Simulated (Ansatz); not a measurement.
# How fast states decay through MgGa2Te4, part 2 of 3

Aim: relax a made-up compound, MgGa2Te4, and see how good a tunnel barrier it would be. It is built by putting Te for S, Mg for Zn in the ZnGa2S4 structure of space group P-42m, with the volume rescaled by atomic radii. The parent structure comes from the Materials Project.

Ansatz 0.2.0; r2SCAN DFT, plane waves, PAW files (the session's first sound run).

So far. Step 2 (Cell and atoms at rest): The largest force component on a free atom ends at 2.7e-4 eV/Å.

The structure was built from a prototype and need not be the compound's stable phase.

### 3. The bulk crystal and its band edges

The energy window and the wavevectors of the next steps follow from the band edges, so these are searched first, off the mesh as well.

Contents of input.yaml:

```yaml
crystal:
  lattice:
    - [5.993058616, 0.0, 0.0]
    - [0.0, 5.993058616, 0.0]
    - [0.0, 0.0, 6.3300374006]
  atoms:
    - { symbol: Mg, position: [0.0, 0.0, 0.0] }
    - { symbol: Ga, position: [0.0, 0.5, 0.5] }
    - { symbol: Ga, position: [0.5, 0.0, 0.5] }
    - { symbol: Te, position: [0.7294681696, 0.7294681696, 0.2487049495] }
    - { symbol: Te, position: [0.2705318304, 0.2705318304, 0.2487049495] }
    - { symbol: Te, position: [0.2705318304, 0.7294681696, 0.7512950505] }
    - { symbol: Te, position: [0.7294681696, 0.2705318304, 0.7512950505] }
kpoints:
  mp_grid: { grid: [4, 4, 4] }
  band_path: { path: [VBM, CBM], npoints: 30 }
scf:
  occupations: { method: fixed }
hamiltonian:
  xc: r2scan
output:
  eigenvalues: true
  write_potential: true
  write_density: true
  volumetric_format: npy
  elf: true
```

Started as:

```
$ ansatz run input.yaml --threads 2 --pin off --max-ram 4096MiB --backend cpu --events-out ev --progress --plain --runs-dir out
```

Numbers of over 12 decimals in the logs are rounded to 6 here.

Output:

```text
[...]
Crystal: 7 atoms, lattice volume = 227.354 Å³
Basis set: ecut = 500 eV, 5763 PW (Γ), exchange–correlation on 180×180×192 points (64 copies of the dense FFT grid, shifted against one another)
Bands: 60, of which v1, the nominal top of the filled ones, is band 50 counted from 1 (49 counted from 0)
Symmetry: 8 space group operations
[...]
k-points: 18 of 64 (time reversal used)
[...]
SCF iter   1: F=—  HF=-37490.233620 eV  |F-HF|=—  |Δ(HF+E_count)|=         —  Δρ=5.71e-3  dr2=3.56e-2  dr2_τ=8.14e-3  ethr=1.77e-3  ⟨swp⟩=5.0  Hψ=3375  notcnv=0  defer=144
[...]
SCF iter   7: F=-37490.276001 eV  HF=-37490.276001 eV  |F-HF|=1.01e-9  |Δ(HF+E_count)|=   1.18e-7  Δρ=3.85e-6  dr2=4.16e-8  dr2_τ=1.40e-9  ethr=1.00e-10  ⟨swp⟩=11.4  Hψ=4830  notcnv=0
SCF 1 converged in 7 iterations: F = -37490.276001 eV  dr2 = 4.16e-8
[...]
NSCF: frozen V_eff on 40 k-points
[...]
SCF converged after 7 iterations
Free energy (F): -37490.276001 eV
[...]
Internal energy: -37490.276001 eV  (E = F + TS)
E sigma→0 (E₀):  -37490.276001 eV
Fermi energy:    5.857612 eV
[...]
--- Band table (eV; the first three rows and the last of 18) ---
  k-point 0: bands = [... 46 lower, 4.4251, 5.5943, 5.8576, 5.8576, 6.9263, 7.1836, 8.2516, 8.5081, ... 6 higher]
  k-point 1: bands = [... 46 lower, 4.0886, 4.6530, 5.6166, 5.6166, 7.5791, 7.9778, 8.4380, 9.1855, ... 6 higher]
  k-point 2: bands = [... 46 lower, 4.1887, 4.1887, 5.3461, 5.3461, 8.0211, 8.5473, 9.1728, 10.3709, ... 6 higher]
  k-point 17: bands = [... 46 lower, 4.8271, 5.2510, 5.7141, 5.7141, 7.0016, 7.0016, 9.3040, 10.2964, ... 6 higher]
```

The job ended after 2.4 min (2 threads of Arm Neoverse V2, shared host; peak memory 1.1 GiB).

Reading the cycles: dr2 is the Hartree energy of the density residual (eV), the measure of convergence; HF is the Harris–Foulkes estimate of the energy, which meets the free energy F at convergence.

This step gave:

```
Fermi energy        : 5.858 eV
gap on the k-mesh   : 1.069 eV
gap on path         : 1.058 eV, by band count; negative where bands overlap
direct gap on path  : 1.069 eV
edge places on path : 0, 0.2471 1/A along the path
```

Electronic bands along the path, in eV, zero at the Fermi level (highest filled level under fixed occupations); v1 is the highest filled band, c1 the lowest empty one:

| point | v4 | v3 | v2 | v1 | c1 | c2 | c3 | c4 |
| --- | --- | --- | --- | --- | --- | --- | --- | --- |
| VBM | -1.43 | -0.97 | -0.57 | 0.01 | 1.71 | 1.78 | 3.16 | 3.20 |
| halfway | -1.44 | -0.41 | -0.27 | 0.00 | 1.35 | 1.44 | 2.62 | 2.80 |
| CBM | -1.43 | -0.26 | 0.00 | 0.00 | 1.07 | 1.33 | 2.39 | 2.65 |

Valence density in the ac plane at fractional y = 0.000, with atoms of Mg and Ga within 0.2 Å of it. It is the smooth field of the valence electrons, not physical close to the nuclei.

Ten steps, logarithmic in the rise over the least value, from '0' (0 e/Å³) to '9' (36 e/Å³), each cell a mean:
```
85100000000000037
31000000000000002
00000000000000000
00000000000000000
00000000000000000
00000001111000000
00000012431100000
00000025873100000
00000026984100000
00000013652100000
00000011211000000
00000000000000000
00000000000000000
00000000000000000
10000000000000001
64000000000000015
96100000000000048
```
Columns run along a (6.0 Å), rows up along c (6.3 Å). Atoms in or near the plane, at fractional coordinates: Mg at (0.00, 0.00), Ga at (0.50, 0.50).

Electrostatic potential energy in the ac plane at fractional y = 0.000, with atoms of Mg and Ga within 0.2 Å of it. With pseudopotentials it is smooth inside the atoms' cores, unlike the true potential.

Ten even steps from '0' (-24 eV) to '9' (11 eV), each cell a mean:
```
00479999999998720
24789999999998763
77899999999999887
89999999999999998
99999998889999999
99999987667899999
99999863224799999
99999742222689999
99999732222589999
99999852223689999
99999875446899999
99999988888999999
99999999999999999
88899999999999988
56789999999999875
01589999999998740
00478999999998610
```
Columns run along a (6.0 Å; values clipped at the 3rd and 97th percentile), rows up along c (6.3 Å). Atoms in or near the plane, at fractional coordinates: Mg at (0.00, 0.00), Ga at (0.50, 0.50).

ELF in the ac plane at fractional y = 0.000, with atoms of Mg and Ga within 0.2 Å of it. It is the smooth field of the valence electrons, not physical close to the nuclei.

Values, 9 rows by 16 columns, each cell a mean:
```
0.31 0.24 0.10 0.26 0.28 0.16 0.07 0.02 0.02 0.04 0.11 0.22 0.30 0.18 0.13 0.31
0.10 0.23 0.52 0.64 0.56 0.39 0.21 0.09 0.06 0.13 0.29 0.48 0.61 0.62 0.38 0.14
0.11 0.25 0.47 0.55 0.54 0.48 0.37 0.26 0.23 0.30 0.43 0.51 0.55 0.53 0.38 0.16
0.03 0.07 0.16 0.27 0.38 0.36 0.26 0.17 0.14 0.21 0.30 0.39 0.34 0.22 0.11 0.04
0.01 0.02 0.05 0.14 0.27 0.26 0.19 0.05 0.09 0.10 0.23 0.29 0.22 0.09 0.03 0.01
0.04 0.11 0.24 0.36 0.44 0.42 0.30 0.22 0.20 0.26 0.36 0.44 0.41 0.31 0.18 0.06
0.13 0.31 0.54 0.60 0.56 0.47 0.34 0.22 0.19 0.27 0.40 0.52 0.59 0.59 0.45 0.20
0.11 0.15 0.39 0.59 0.52 0.35 0.16 0.06 0.04 0.10 0.24 0.43 0.57 0.53 0.26 0.12
0.31 0.33 0.09 0.15 0.18 0.10 0.05 0.02 0.01 0.03 0.07 0.14 0.19 0.10 0.19 0.36
```
Columns run along a (6.0 Å), rows up along c (6.3 Å). Atoms in or near the plane, at fractional coordinates: Mg at (0.00, 0.00), Ga at (0.50, 0.50).

The searched edges give 1.06 eV, against 1.07 eV on the mesh.

### 4. Decaying states in the gap, plane (100)

This step: r2SCAN DFT, plane waves, PAW files; complex bands by layer matching along the plane's normal (Ansatz 0.2.0).

The same crystal is laid in a cell whose first two vectors span the (100) plane (indices of the standard conventional cell, whose axes can be ordered otherwise than in the bulk input). At fixed energy and wavevector in the plane the solver finds all kz, real and complex. A few wavevectors are listed, (0, 0) and (0.1667, 0) in units of the plane's reciprocal vectors; the slowest state needn't be among them.

Contents of input.yaml:

```yaml
crystal:
  lattice:
    - [5.993058616, 0.0, 0.0]
    - [0.0, 6.330037401, 0.0]
    - [0.0, 0.0, 5.993058616]
  atoms:
    - { symbol: Mg, position: [0.0, 0.0, 0.0] }
    - { symbol: Ga, position: [0.5, 0.5, 0.0] }
    - { symbol: Ga, position: [0.0, 0.5, 0.5] }
    - { symbol: Te, position: [0.7294681696, 0.2487049495, 0.7294681696] }
    - { symbol: Te, position: [0.2705318304, 0.2487049495, 0.2705318304] }
    - { symbol: Te, position: [0.7294681696, 0.7512950505, 0.2705318304] }
    - { symbol: Te, position: [0.2705318304, 0.7512950505, 0.7294681696] }
kpoints:
  mp_grid: { grid: [4, 4, 4] }
scf:
  occupations: { method: fixed }
hamiltonian:
  xc: r2scan
output:
  eigenvalues: true
  transmission:
    leads: [[0, 0]]
    kpoints: [[0.0, 0.0], [0.1667, 0.0]]
    e_range: [-1.0, 2.06]
    de: 0.05
```

Output:

```text
[...]
Crystal: 7 atoms, lattice volume = 227.354 Å³
Basis set: ecut = 500 eV, 5763 PW (Γ), exchange–correlation on 180×192×180 points (64 copies of the dense FFT grid, shifted against one another)
Bands: 60, of which v1, the nominal top of the filled ones, is band 50 counted from 1 (49 counted from 0)
Symmetry: 8 space group operations
[...]
k-points: 18 of 64 (time reversal used)
[...]
SCF iter   1: F=—  HF=-37490.233624 eV  |F-HF|=—  |Δ(HF+E_count)|=         —  Δρ=5.71e-3  dr2=3.56e-2  dr2_τ=8.14e-3  ethr=1.77e-3  ⟨swp⟩=5.0  Hψ=3374  notcnv=0  defer=144
[...]
SCF iter   7: F=-37490.276001 eV  HF=-37490.276001 eV  |F-HF|=5.60e-10  |Δ(HF+E_count)|=   1.17e-7  Δρ=3.85e-6  dr2=4.17e-8  dr2_τ=1.39e-9  ethr=1.00e-10  ⟨swp⟩=11.3  Hψ=4771  notcnv=0
SCF 1 converged in 7 iterations: F = -37490.276001 eV  dr2 = 4.17e-8
[...]
transmission: 9 of 18 steps passed
transmission: 18 of 18 steps passed
SCF converged after 7 iterations
Free energy (F): -37490.276001 eV
[...]
Internal energy: -37490.276001 eV  (E = F + TS)
E sigma→0 (E₀):  -37490.276001 eV
Fermi energy:    5.857612 eV
[...]
--- Band table (eV; the first three rows and the last of 18) ---
  k-point 0: bands = [... 46 lower, 4.4251, 5.5943, 5.8576, 5.8576, 6.9263, 7.1836, 8.2516, 8.5081, ... 6 higher]
  k-point 1: bands = [... 46 lower, 4.4331, 5.0237, 5.1914, 5.6135, 7.6047, 7.9690, 9.0133, 9.1550, ... 6 higher]
  k-point 2: bands = [... 46 lower, 4.2992, 4.5291, 4.6311, 5.2861, 8.4138, 8.4366, 9.3741, 10.1185, ... 6 higher]
  k-point 17: bands = [... 46 lower, 4.8271, 5.2510, 5.7141, 5.7141, 7.0016, 7.0016, 9.3040, 10.2964, ... 6 higher]
--- Transmission ---
  basis      : 391 plane waves across, 9 finite elements along
  points     : 2, as listed
  energies   : 62 from -1.000000 to 2.050000 eV about the Fermi level, 0.050000 eV apart; the leads are filled to 0.534320 eV, and channels, transmission and decay are at 0.550000 eV
  crystal 0  : Mg1Ga2Te4, at the sites [0, 0], period 5.9931 Å: whole cells are its period
    offset         : up to 0.0000 Å between an atom of the period and one for which it stands
    channels       : 0.000000e0 a spin
    conductance    : none, the energies end too early or step too widely for 300 K: set another output.transmission.e_range or a lower de, or, where they end at an eighth of basis.ecutwfc, a higher one
    slowest decay  : 0.1076 /Å at (0.0000, 0.0000)
```

Elapsed: 3.5 min, on 2 threads; peak memory 2.2 GiB.

Numbers from this step:

```yaml
level_to_which_the_leads_are_filled: 0.5343 eV from the Fermi level
decay_constant_at_the_filling_level_zone_centre: 0.1076 Å⁻¹
decay_constant_at_the_filling_level_slowest_listed_point: 0.1076 Å⁻¹
```

K parallel (0, 0); values up to 1.5 1/Å, a degenerate pair printed once or twice; energies at which all values exceed this have no row. Im kz of the slowest decaying states against energy, zero at the highest filled level on the SCF mesh:

| energy (eV) | decay 1 (Å⁻¹) | decay 2 (Å⁻¹) | decay 3 (Å⁻¹) | decay 4 (Å⁻¹) |
| --- | --- | --- | --- | --- |
| -1.000 | 0.177 | 0.223 | 0.301 | 0.303 |
| -0.800 | 0.154 | 0.236 | 0.307 | 0.307 |
| -0.600 | 0.0619 | 0.245 | 0.311 | 0.314 |
| -0.400 | 0.251 | 0.311 | 0.319 | 0.341 |
| -0.200 | 0.0907 | 0.255 | 0.309 | 0.322 |
| 0.000 | 0.00204 | 0.00456 | 0.166 | 0.258 |
| 0.200 | 0.0862 | 0.215 | 0.261 | 0.294 |
| 0.400 | 0.106 | 0.264 | 0.268 | 0.281 |
| 0.600 | 0.106 | 0.261 | 0.269 | 0.290 |
| 0.800 | 0.0909 | 0.234 | 0.273 | 0.280 |
| 1.000 | 0.0502 | 0.194 | 0.268 | 0.276 |
| 1.200 | 0.126 | 0.254 | 0.279 | 0.324 |
| 1.400 | 0.236 | 0.281 | 0.323 | 0.346 |
| 1.600 | 0.215 | 0.286 | 0.309 | 0.320 |
| 1.800 | 0.189 | 0.266 | 0.280 | 0.362 |
| 2.000 | 0.157 | 0.230 | 0.259 | 0.380 |

K parallel (0, 0). Table of Re kz of states that move upwards by energy, zero at the highest filled level on the SCF mesh:

| energy (eV) | channel 1 (Å⁻¹) | channel 2 (Å⁻¹) | channel 3 (Å⁻¹) |
| --- | --- | --- | --- |
| -1.00 | -0.390 | -0.300 | - |
| -0.90 | -0.352 | -0.277 | - |
| -0.85 | -0.333 | -0.266 | - |
| -0.75 | -0.295 | -0.243 | - |
| -0.65 | -0.256 | -0.220 | - |
| -0.60 | -0.235 | -0.208 | - |
| -0.50 | -0.420 | -0.192 | -0.184 |
| -0.40 | -0.353 | -0.160 | -0.142 |
| -0.35 | -0.324 | -0.147 | -0.111 |
| -0.25 | -0.266 | -0.120 | - |
| -0.20 | -0.235 | -0.105 | - |
| -0.10 | -0.165 | -0.0712 | - |
| 0.00 | - | - | - |
| 0.05 | - | - | - |
| 0.15 | - | - | - |
| 0.25 | - | - | - |
| 0.30 | - | - | - |
| 0.40 | - | - | - |
| 0.50 | - | - | - |
| 0.55 | - | - | - |
| 0.65 | - | - | - |
| 0.75 | - | - | - |
| 0.80 | - | - | - |
| 0.90 | - | - | - |
| 1.00 | - | - | - |
| 1.05 | - | - | - |
| 1.15 | 0.0579 | - | - |
| 1.25 | 0.0894 | - | - |
| 1.30 | 0.103 | - | - |
| 1.40 | 0.0992 | 0.128 | - |
| 1.45 | 0.126 | 0.144 | - |
| 1.55 | 0.154 | 0.186 | - |
| 1.65 | 0.175 | 0.226 | - |
| 1.70 | 0.185 | 0.245 | - |
| 1.80 | 0.204 | 0.281 | - |
| 1.90 | 0.223 | 0.314 | - |
| 1.95 | 0.232 | 0.330 | - |
| 2.05 | 0.251 | 0.361 | - |

K parallel (0.1667, 0); values up to 1.5 1/Å, a degenerate pair printed once or twice; energies at which all values exceed this have no row. Im kz of the slowest decaying states against energy, zero at the highest filled level on the SCF mesh:

| energy (eV) | decay 1 (Å⁻¹) | decay 2 (Å⁻¹) | decay 3 (Å⁻¹) | decay 4 (Å⁻¹) |
| --- | --- | --- | --- | --- |
| -1.00 | 0.0700 | 0.257 | 0.270 | 0.352 |
| -0.90 | 0.265 | 0.278 | 0.359 | 0.762 |
| -0.75 | 0.0859 | 0.274 | 0.286 | 0.366 |
| -0.65 | 0.0900 | 0.280 | 0.290 | 0.370 |
| -0.50 | 0.0573 | 0.285 | 0.294 | 0.372 |
| -0.40 | 0.0452 | 0.288 | 0.296 | 0.373 |
| -0.25 | 0.0846 | 0.121 | 0.291 | 0.297 |
| -0.15 | 0.0492 | 0.171 | 0.292 | 0.296 |
| 0.00 | 0.217 | 0.293 | 0.293 | 0.371 |
| 0.10 | 0.103 | 0.240 | 0.291 | 0.293 |
| 0.20 | 0.143 | 0.259 | 0.287 | 0.292 |
| 0.35 | 0.180 | 0.276 | 0.286 | 0.292 |
| 0.45 | 0.196 | 0.271 | 0.292 | 0.298 |
| 0.60 | 0.209 | 0.260 | 0.294 | 0.313 |
| 0.70 | 0.213 | 0.250 | 0.297 | 0.321 |
| 0.85 | 0.211 | 0.234 | 0.303 | 0.327 |
| 0.95 | 0.206 | 0.220 | 0.308 | 0.326 |
| 1.05 | 0.199 | 0.204 | 0.312 | 0.324 |
| 1.20 | 0.174 | 0.183 | 0.317 | 0.318 |
| 1.30 | 0.148 | 0.169 | 0.312 | 0.321 |
| 1.45 | 0.0882 | 0.140 | 0.302 | 0.325 |
| 1.55 | 0.109 | 0.294 | 0.326 | 0.377 |
| 1.70 | 0.103 | 0.281 | 0.328 | 0.380 |
| 1.80 | 0.133 | 0.272 | 0.329 | 0.383 |
| 1.95 | 0.147 | 0.255 | 0.328 | 0.363 |
| 2.05 | 0.150 | 0.242 | 0.328 | 0.344 |

K parallel (0.1667, 0). Re kz of states that move upwards against energy, zero at the highest filled level on the SCF mesh:

| energy (eV) | channel 1 (Å⁻¹) | channel 2 (Å⁻¹) | channel 3 (Å⁻¹) |
| --- | --- | --- | --- |
| -1.00 | -0.184 | - | - |
| -0.90 | -0.348 | -0.154 | 0.462 |
| -0.85 | -0.315 | -0.139 | - |
| -0.75 | -0.265 | -0.110 | - |
| -0.65 | -0.218 | -0.0784 | - |
| -0.60 | -0.193 | -0.0616 | - |
| -0.50 | -0.136 | -0.0214 | - |
| -0.40 | -0.464 | - | - |
| -0.35 | -0.434 | - | - |
| -0.25 | -0.381 | - | - |
| -0.20 | -0.356 | - | - |
| -0.10 | -0.300 | 0.0315 | - |
| 0.00 | -0.212 | 0.138 | - |
| 0.05 | - | - | - |
| 0.15 | - | - | - |
| 0.25 | - | - | - |
| 0.30 | - | - | - |
| 0.40 | - | - | - |
| 0.50 | - | - | - |
| 0.55 | - | - | - |
| 0.65 | - | - | - |
| 0.75 | - | - | - |
| 0.80 | - | - | - |
| 0.90 | - | - | - |
| 1.00 | - | - | - |
| 1.05 | - | - | - |
| 1.15 | - | - | - |
| 1.25 | - | - | - |
| 1.30 | - | - | - |
| 1.40 | - | - | - |
| 1.45 | - | - | - |
| 1.55 | 0.0546 | - | - |
| 1.65 | -0.0132 | 0.0892 | 0.131 |
| 1.70 | 0.138 | 0.169 | - |
| 1.80 | 0.181 | 0.217 | - |
| 1.90 | 0.217 | 0.252 | - |
| 1.95 | 0.234 | 0.267 | - |
| 2.05 | 0.266 | 0.294 | - |

At the listed wavevectors the last open channel is at +0.00 eV and the next at +1.10 eV on the grid. At +0.55 eV, the grid energy nearest the filling level (the middle of the gap on the SCF mesh), the slowest state at the listed wavevectors decays with κ = 0.108 Å⁻¹, its amplitude falling by e over 9.3 Å. Through 1 nm of this crystal that state's transmission falls by exp(−2 × 0.108 Å⁻¹ × 10 Å) = 0.12.

[end of part 2 of 3]

[Logs are printed without paths, hosts, clocks, repeated set-up lines and the standing remarks that a program may print on its own settings, such as how far it seeks lower states.]

[Hosts, paths, dates, database ids (printed as entryN), source tags and the programs' standing remarks are cut or masked in the printed files.]
